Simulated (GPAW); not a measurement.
## P2Ir (P2_1/c): one start, several treatments of the self-energy

Wanted: the gap of P2Ir (P2_1/c) under several approximations, with cost.

Main program and level: GPAW 26.7.0; LDA and many-body steps on it, plane waves.

### 1. The starting structure

Symmetry: P2_1/c, No. 14, monoclinic system. Conventional cell: a = 5.772 Å, b = 5.807 Å, c = 5.872 Å, α = 90.00°, β = 111.25°, γ = 90.00°. P has 1 P at 2.22 Å and 3 Ir at 2.41 to 2.42 Å nearest. Nearest to P lie 1 P at 2.22 Å and 3 Ir at 2.33 to 2.35 Å. Ir has 6 P at 2.33 to 2.42 Å nearest. Farther neighbours are not listed.

Structure file:

```cif
data_structure
_symmetry_space_group_name_H-M 'P2_1/c'
_symmetry_Int_Tables_number 14
_cell_length_a 5.7723
_cell_length_b 5.8067
_cell_length_c 5.8725
_cell_angle_alpha 90.000
_cell_angle_beta 111.251
_cell_angle_gamma 90.000
_cell_volume 183.45
loop_
_atom_site_label
_atom_site_type_symbol
_atom_site_symmetry_multiplicity
_atom_site_Wyckoff_symbol
_atom_site_fract_x
_atom_site_fract_y
_atom_site_fract_z
_atom_site_occupancy
P1 P 4 e 0.15801 0.88188 0.87029 1
P2 P 4 e 0.33432 0.37721 0.18855 1
Ir1 Ir 4 e 0.27187 0.49883 0.79158 1
```

The cell and positions are those that the Materials Project relaxed with its own functionals (PBE, PBE+U or r2SCAN), kept fixed. Spin-orbit coupling is left out unless a step names it.

### 2. Empty states on the mesh, 4×2×4 mesh, 627 bands

This step: GPAW 26.7.0; DFT, LDA, plane waves, PAW.

The sums over transitions need many empty states on a uniform mesh; this step solves for them.

run.py reads:

```python
import json
import numpy as np
from gpaw.mpi import world
from gpaw import GPAW

calc = GPAW('gs.gpw').fixed_density(kpts={'size': (4, 2, 4), 'gamma': True},
    parallel={'domain': 1, 'band': 1},
    txt='nscf.txt')
calc.diagonalize_full_hamiltonian(nbands=627)
calc.write('full.gpw', mode='all')
res = {}
kpts = calc.get_ibz_k_points()
res['kpts'] = kpts
res['eigenvalues'] = [calc.get_eigenvalues(kpt=k) for k in range(len(kpts))]
res['n_electrons'] = calc.get_number_of_electrons()

if world.rank == 0:
    with open('result.json', 'w') as f:
        json.dump(res, f, default=lambda x: x.tolist())
```

Launch:

```
> mpirun -n 8 gpaw python run.py
```

Numbers of over 12 decimals in the logs are rounded to 6 here.

What it wrote:

```text
Diagonalizing LCAO Hamiltonian
Converting LCAO to pw mode
convergence criteria:
- Maximum integral of absolute [eigenst]ate change: 4e-08 eV^2 / valence electron
maximum number of iterations: 100

SCF iterations
|iter     |     time |      energy | eigst |  dens |
|iter:   1|  |             | +0.78 |       |
|iter:   2|  |             | -0.61 |       |
|iter:   3|  |             | -1.43 |       |
[...]
|iter:  48|  |             | -7.18 |       |
|iter:  49|  |             | -7.26 |       |
[... further lines of this kind ...]
|iter:  52|  |             | -7.53c|       |
SCF steps: 52
  __  _  _
 | _ |_)|_||  |
 |__||  | ||/\| - 26.7.0

Input parameters:
  mode=PW(ecut=450.000000),
  convergence={'density': 1e-06, 'bands': -3},
  gpts=array([30, 30, 30]),
  kpts=MonkhorstPack(size=(4, 2, 4), gamma=True),
  maxiter=100,
  nbands=62,
  occupations=Occupations(name='fermi-dirac', width=0.001, fixmagmom=False),
  parallel={'domain': 1, 'band': 1},
  xc=XC(name='LDA')
Matrix size: 3985x3985
# Writing to full.gpw (mode='all')
  [... matrices ...]

timing:  # [seconds]
  Total: 197.419  # ━━━━━━━━━━━━━━━━━━━━━━━━━━━━━━━━━━━━━━━━━━━━━━━━━━━━━━━━━
```

Elapsed: 4.3 min, on 8 MPI ranks of Arm Neoverse V1, shared host; peak memory 14 GiB; 33 min of CPU time.

Numbers from this step:

```yaml
gap: 0.6092 eV
k_of_the_valence_top: 0.5, 0.5, 0.5
k_of_the_conduction_bottom: 0, 0, 0
least_direct_gap: 1.517 eV
k_points_computed: 20
lowest_point_of_the_top_converged_band_above_the_valence_top: 112.0280 eV
```

On this mesh the gap is 0.609 eV.

### 3. G0W0, Godby-Needs plasmon pole

Now the one-shot GW correction: screening in the RPA, then the self-energy of the levels asked for.

This step: G0W0 on LDA, plane waves, PAW.

run.py reads:

```python
import json
import numpy as np
from gpaw.mpi import world
from gpaw.response.g0w0 import G0W0

gw = G0W0('full.gpw',
    filename='gw',
    kpts=[0, 5, 19],
    bands=(48, 52),
    ecut=78,
    nbands=286,
    integrate_gamma='WS',
    ppa=True)
gw.calculate()
res = {mode: {k: v for k, v in r.items() if k != 'sigma_eskwn'}
       for mode, r in gw.all_results.items()}

if world.rank == 0:
    with open('result.json', 'w') as f:
        json.dump(res, f, default=lambda x: x.tolist())
```

Launch:

```
> mpirun -n 8 gpaw python run.py
```

What it wrote:

```text
Using integrator: PointIntegrator
FrequencyGridDescriptor(from 0.000+0.000j to 0.000+27.211j eV, 2 points)
Nonperiodic BCs:  [False False False]
Using integrator: PointIntegrator
FrequencyGridDescriptor(from 0.000+0.000j to 0.000+27.211j eV, 2 points)
Nonperiodic BCs:  [False False False]
  ___  _ _ _
 |   || | | |
 | | || | | |
 |__ ||_____|
 |___|

BZ k-points: Symmetries present (total): 2

  [... matrices ...]
32 k-points: 4 x 2 x 4 Monkhorst-Pack grid + [1/8,1/4,1/8]
20 k-points in the irreducible part of the Brillouin zone
       k-points in crystal coordinates                weights
   0:     0.00000000    0.00000000    0.00000000          1/32
   1:     0.00000000    0.00000000    0.25000000          2/32
   2:     0.00000000    0.00000000    0.50000000          1/32
   3:     0.00000000    0.50000000    0.00000000          1/32
   4:     0.00000000    0.50000000    0.25000000          2/32
   5:     0.00000000    0.50000000    0.50000000          1/32
   6:     0.25000000    0.00000000   -0.25000000          2/32
   7:     0.25000000    0.00000000    0.00000000          2/32
   8:     0.25000000    0.00000000    0.25000000          2/32
   9:     0.25000000    0.00000000    0.50000000          2/32
          ...
  19:     0.50000000    0.50000000    0.50000000          1/32

Distributing spins, k-points and bands (1 x 3 x 4) over 8 processes
Number of blocks: 1

Quasi particle states:
k-points (IBZ indices): [0, 5, 19]
Band range: (48, 52)
  [... matrices ...]
Computational parameters:
Plane wave cut-off: 78 eV
Number of bands: 286
Coulomb cutoff: None
Broadening: 0.1 eV

fxc modes: GW
Kernel: RPA
Using Godby-Needs plasmon-pole approximation:
  Fitting energy: i*E0, E0 = 1.000 Hartree
Summing all q:

Calculating screened Coulomb potential
No Coulomb truncation
FrequencyGridDescriptor(from 0.000+0.000j to 0.000+27.211j eV, 2 points)
Removing empty qpoint cache files...

Calculating chi0 body with:
    Ground state adapter containing:
    Number of spins: 1
    Number of kpoints: 32
    Number of irreducible kpoints: 20
    Number of completely occupied states: 50
    Number of partially occupied states: 50
    Occupied states memory: 20.599365234375 M / cpu

    Linear response parametrization:
    q_c: [0.0, 0.0, 0.0]
    Number of frequency points: 2
    Planewave cutoff: 78.0
    Number of bands: 286
    Number of planewaves: 287
    Broadening (eta): 1e-06
    comm.size: 8
    kncomm.size: 8
    blockcomm.size: 1

    Memory estimate of potentially large arrays:
        chi0_wGG: 2.513702 M / cpu
Integrating chi0 body.

Symmetries of q_c:
    Direct symmetries (Uq -> q): 2
    Indirect symmetries (TUq -> q): 0
In total 2 allowed symmetries.

  [... matrices ...]
20 groups of equivalent kpoints. 37.5% reduction.

Integral kind: response function
Integrating chi0 head and wings.

Symmetries of q_c:
    Direct symmetries (Uq -> q): 2
    Indirect symmetries (TUq -> q): 0
In total 2 allowed symmetries.

  [... matrices ...]
20 groups of equivalent kpoints. 37.5% reduction.

Integral kind: response function wings

Calculating chi0 body with:
    Ground state adapter containing:
    Number of spins: 1
    Number of kpoints: 32
    Number of irreducible kpoints: 20
    Number of completely occupied states: 50
    Number of partially occupied states: 50
    Occupied states memory: 20.599365234375 M / cpu

    Linear response parametrization:
[... the further q-points ...]

Results:
f:      Occupation numbers
eps:     KS-eigenvalues [eV]
vxc:     KS vxc [eV]
exx:     Exact exchange [eV]
sigma:   Self-energies [eV]
dsigma:  Self-energy derivatives
Z:       Renormalization factors
qp:      QP-energies [eV]

k-point 0 (0): (0.000, 0.000, 0.000)                GW
band       f     eps     vxc     exx   sigma  dsigma       Z      qp
                                                                   GW
  48   1.000   8.159 -22.416 -24.742   3.077  -0.267   0.789   8.751
  49   1.000   8.281 -22.320 -24.777   3.179  -0.273   0.785   8.848
  50   0.000  10.189 -20.972 -17.717  -2.097  -0.261   0.793  11.108
  51   0.000  10.993 -16.897 -12.833  -3.162  -0.263   0.792  11.708

k-point 1 (5): (0.000, 0.500, 0.500)                GW
band       f     eps     vxc     exx   sigma  dsigma       Z      qp
                                                                   GW
  48   1.000   9.460 -18.380 -19.829   1.876  -0.254   0.797   9.801
  49   1.000   9.460 -18.380 -19.829   1.876  -0.254   0.797   9.801
[...]
k-point 2 (19): (0.500, 0.500, 0.500)                GW
band       f     eps     vxc     exx   sigma  dsigma       Z      qp
                                                                   GW
[...]
49   1.000   9.580 -16.149 -17.031   1.179  -0.248   0.801   9.818
  50   0.000  11.208 -22.611 -18.546  -2.706  -0.254   0.797  12.290
  51   0.000  11.208 -22.611 -18.546  -2.706  -0.254   0.797  12.290
```

Wall time 8.6 min (8 MPI ranks); peak memory 4.4 GiB.

Numbers from this step:

* G0W0 gap on the points computed: 1.290 eV
* least direct G0W0 gap on the computed points: 2.120 eV
* Z at the valence top: 0.8011
* Z at the conduction bottom: 0.7930
* starting gap on the mesh: 0.6092 eV
* k of the valence top: 0.5, 0.5, 0.5
* k of the conduction bottom: 0, 0, 0

The gap on the mesh goes from 0.61 eV to 1.29 eV, a correction of +0.68 eV.

### 4. One-shot HSE06

This step: one-shot HSE06 levels on LDA orbitals, plane waves, PAW.

run.py reads:

```python
import json
import numpy as np
from gpaw.mpi import world
from gpaw.hybrids.eigenvalues import non_self_consistent_eigenvalues

dft, vxc, vxc_hyb = non_self_consistent_eigenvalues('full.gpw', 'HSE06', 48, 52, kpt_indices=[0, 5, 19])
res = {'dft': dft[0], 'hybrid': (dft - vxc + vxc_hyb)[0]}
if world.rank == 0:
    with open('hybrid.txt', 'w') as f:
        for k, e0, e1 in zip([0, 5, 19], res['dft'], res['hybrid']):
            print(k, ' '.join(f'{x:9.4f}' for x in e0), '|', ' '.join(f'{x:9.4f}' for x in e1), file=f)

if world.rank == 0:
    with open('result.json', 'w') as f:
        json.dump(res, f, default=lambda x: x.tolist())
```

Launch:

```
> mpirun -n 8 gpaw python run.py
```

What it wrote:

```text
IBZ(<points: 20, symmetries: 2>)
Occupied bands: 50
Transforming wave functions from IBZ to BZ: 1.473 seconds
Distributing wave functions and iFFT-ing to real space: 0.854 seconds
Calculating eigenvalues:
  k-points: 3
  Bands: 48-51 (inclusive)
  Seconds: 6.335 (wave-function broadcasting: 0.133 seconds)
HSE06-eigenvalue shifts:
  min: -0.341 eV
  ave: 0.140 eV
  max: 0.591 eV
```

It took 21 s on 8 MPI ranks; peak memory 2.8 GiB.

This step gave:

| Quantity | Value |
| --- | --- |
| starting gap on the mesh | 0.6092 eV |
| hybrid gap on the mesh | 1.078 eV |
| least direct hybrid gap on the computed points | 2.140 eV |

### 5. One-shot PBE0

This step: one-shot PBE0 levels on LDA orbitals, plane waves, PAW.

Changes to run.py since step 4:

```diff
@@ -5,3 +5,3 @@
 
-dft, vxc, vxc_hyb = non_self_consistent_eigenvalues('full.gpw', 'HSE06', 48, 52, kpt_indices=[0, 5, 19])
+dft, vxc, vxc_hyb = non_self_consistent_eigenvalues('full.gpw', 'PBE0', 48, 52, kpt_indices=[0, 5, 19])
 res = {'dft': dft[0], 'hybrid': (dft - vxc + vxc_hyb)[0]}
```

Launch:

```
> mpirun -n 8 gpaw python run.py
```

What it wrote:

```text
IBZ(<points: 20, symmetries: 2>)
Occupied bands: 50
Transforming wave functions from IBZ to BZ: 0.053 seconds
Distributing wave functions and iFFT-ing to real space: 0.338 seconds
Calculating eigenvalues:
  k-points: 3
  Bands: 48-51 (inclusive)
  Seconds: 4.083 (wave-function broadcasting: 0.035 seconds)
HSE06-eigenvalue shifts:
  min: -0.807 eV
  ave: 0.078 eV
  max: 0.843 eV
```

Run time: 7.9 s. Hardware: 8 MPI ranks; peak memory 3 GiB; 62 s of CPU time.

Numbers from this step:

* starting gap on the mesh: 0.6092 eV
* hybrid gap on the mesh: 1.655 eV
* least direct hybrid gap on the computed points: 2.784 eV

### 6. G0W0, full frequency, Hilbert transform

This step: G0W0 on LDA, plane waves, PAW.

run.py reads:

```python
import json
import numpy as np
from gpaw.mpi import world
from gpaw.response.g0w0 import G0W0

gw = G0W0('full.gpw',
    filename='gw',
    kpts=[0, 5, 19],
    bands=(48, 52),
    ecut=78,
    nbands=286,
    integrate_gamma='WS',
    frequencies={'type': 'nonlinear', 'domega0': 0.1, 'omega2': 15.0},
    eta=0.1,
    nblocksmax=True)
gw.calculate()
res = {mode: {k: v for k, v in r.items() if k != 'sigma_eskwn'}
       for mode, r in gw.all_results.items()}

if world.rank == 0:
    with open('result.json', 'w') as f:
        json.dump(res, f, default=lambda x: x.tolist())
```

Launch:

```
> mpirun -n 8 gpaw python run.py
```

What it wrote:

```text
Using integrator: PointIntegrator
NonLinearFrequencyDescriptor(from 0.000 to 107.687 eV, 272 points)
Nonperiodic BCs:  [False False False]
Using integrator: PointIntegrator
NonLinearFrequencyDescriptor(from 0.000 to 107.687 eV, 272 points)
Nonperiodic BCs:  [False False False]
  ___  _ _ _
 |   || | | |
 | | || | | |
 |__ ||_____|
 |___|

BZ k-points: Symmetries present (total): 2

  [... matrices ...]
32 k-points: 4 x 2 x 4 Monkhorst-Pack grid + [1/8,1/4,1/8]
20 k-points in the irreducible part of the Brillouin zone
       k-points in crystal coordinates                weights
   0:     0.00000000    0.00000000    0.00000000          1/32
   1:     0.00000000    0.00000000    0.25000000          2/32
   2:     0.00000000    0.00000000    0.50000000          1/32
[...]
9:     0.25000000    0.00000000    0.50000000          2/32
          ...
  19:     0.50000000    0.50000000    0.50000000          1/32

Distributing spins, k-points and bands (1 x 3 x 4) over 1 process
Number of blocks: 8

Quasi particle states:
k-points (IBZ indices): [0, 5, 19]
Band range: (48, 52)
  [... matrices ...]
Computational parameters:
Plane wave cut-off: 78 eV
Number of bands: 286
Coulomb cutoff: None
Broadening: 0.1 eV

fxc modes: GW
Kernel: RPA
Using full-frequency real axis integration
Summing all q:

Calculating screened Coulomb potential
No Coulomb truncation
NonLinearFrequencyDescriptor(from 0.000 to 107.687 eV, 272 points)
Removing empty qpoint cache files...

Calculating chi0 body with:
    Ground state adapter containing:
    Number of spins: 1
    Number of kpoints: 32
    Number of irreducible kpoints: 20
    Number of completely occupied states: 50
    Number of partially occupied states: 50
    Occupied states memory: 20.599365234375 M / cpu

[...]
Memory estimate of potentially large arrays:
        chi0_wGG: 42.732941 M / cpu
Integrating chi0 body.

Symmetries of q_c:
    Direct symmetries (Uq -> q): 2
    Indirect symmetries (TUq -> q): 0
In total 2 allowed symmetries.

  [... matrices ...]
20 groups of equivalent kpoints. 37.5% reduction.

Integral kind: spectral function
Integrating chi0 head and wings.

Symmetries of q_c:
    Direct symmetries (Uq -> q): 2
    Indirect symmetries (TUq -> q): 0
In total 2 allowed symmetries.

  [... matrices ...]
20 groups of equivalent kpoints. 37.5% reduction.

Integral kind: spectral function wings

Calculating chi0 body with:
    Ground state adapter containing:
    Number of spins: 1
    Number of kpoints: 32
    Number of irreducible kpoints: 20
    Number of completely occupied states: 50
    Number of partially occupied states: 50
    Occupied states memory: 20.599365234375 M / cpu

[... the further q-points ...]

Results:
f:      Occupation numbers
eps:     KS-eigenvalues [eV]
vxc:     KS vxc [eV]
exx:     Exact exchange [eV]
sigma:   Self-energies [eV]
dsigma:  Self-energy derivatives
Z:       Renormalization factors
qp:      QP-energies [eV]

k-point 0 (0): (0.000, 0.000, 0.000)                GW
band       f     eps     vxc     exx   sigma  dsigma       Z      qp
                                                                   GW
  48   1.000   8.159 -22.416 -24.742   3.113  -0.316   0.760   8.757
  49   1.000   8.281 -22.320 -24.777   3.222  -0.329   0.752   8.856
  50   0.000  10.189 -20.972 -17.717  -2.099  -0.298   0.770  11.079
[...]
k-point 1 (5): (0.000, 0.500, 0.500)                GW
band       f     eps     vxc     exx   sigma  dsigma       Z      qp
                                                                   GW
[...]
k-point 2 (19): (0.500, 0.500, 0.500)                GW
band       f     eps     vxc     exx   sigma  dsigma       Z      qp
                                                                   GW
[...]
50   0.000  11.208 -22.611 -18.546  -2.694  -0.297   0.771  12.264
  51   0.000  11.208 -22.611 -18.546  -2.694  -0.297   0.771  12.264
```

The job ended after 19 min (8 MPI ranks; peak memory 4.6 GiB).

This step gave:

```yaml
g0w0_gap_on_the_points_computed: 1.255 eV
least_direct_g0w0_gap_on_the_computed_points: 2.077 eV
z_at_the_valence_top: 0.7848
z_at_the_conduction_bottom: 0.7701
starting_gap_on_the_mesh: 0.6092 eV
k_of_the_valence_top: 0.5, 0.5, 0.5
k_of_the_conduction_bottom: 0, 0, 0
```

Against G0W0 in GPAW (4×2×4 mesh, 286 bands, screening to 78 eV, Godby-Needs plasmon pole), the gap moves by −0.035 eV.

### 7. Side by side

Times are wall times on 8 MPI ranks of Arm Neoverse V1, shared host. The host was busy with other work, so they are no guide to cost.

| run | mesh | bands | screening cutoff (eV) | DFT gap (eV) | gap on the mesh (eV) | direct (eV) | time |
| --- | --- | --- | --- | --- | --- | --- | --- |
| G0W0, Godby-Needs plasmon pole | 4×2×4 | 286 | 78 | 0.609 | 1.290 | 2.120 | 8.6 min |
| one-shot HSE06 | 4×2×4 | - | - | 0.609 | 1.078 | 2.140 | 21 s |
| one-shot PBE0 | 4×2×4 | - | - | 0.609 | 1.655 | 2.784 | 7.9 s |
| G0W0, full frequency, Hilbert transform | 4×2×4 | 286 | 78 | 0.609 | 1.255 | 2.077 | 19 min |

### 8. Outcome

```json
{
  "G0W0, Godby-Needs plasmon pole": "1.290 eV",
  "one-shot HSE06": "1.078 eV",
  "one-shot PBE0": "1.655 eV",
  "G0W0, full frequency, Hilbert transform": "1.255 eV",
  "known limits": "not at the basis limit; no spin polarisation; d states lean on the start; no spin-orbit coupling; coarse k mesh"
}
```

One-shot HSE06: −0.212 eV against G0W0, Godby-Needs plasmon pole. One-shot PBE0: +0.365 eV against G0W0, Godby-Needs plasmon pole. G0W0, full frequency, Hilbert transform: −0.035 eV against G0W0, Godby-Needs plasmon pole. One-shot hybrid levels are evaluated on the LDA orbitals. Bands and cutoff are finite, so the gap is not at the basis limit. The miss can reach some tenths of an eV and take either sign; the mesh is an error of its own. These stock PAW sets were not made for GW. In the G0W0 runs levels were corrected at 3 k points alone, so a gap called «on the mesh» is the least over those, and an edge elsewhere would be missed. The 4×2×4 mesh is coarse for this cell, which bears on the long-range parts of exchange and screening. The runs have no spin polarisation. For a closed low-spin shell that is the natural state; where a d or f shell is open it is a constraint, and the gap is then not the crystal's own. With d states at the gap, one-shot GW leans hard on its start. The many-body steps are scalar-relativistic: spin-orbit coupling is not in them.

[Paths, hosts, dates, memory and timing lines, banners, echoed tables and standing remarks are left out of the program output.]

[Logs are printed without paths, hosts, clocks, repeated set-up lines and the standing remarks that a program may print on its own settings, such as how far it seeks lower states.]

[Runs of the session that timed out or met a known fault of the program may be left out.]

[Hosts, paths, dates, database ids (printed as entryN), source tags and the programs' standing remarks are cut or masked in the printed files.]
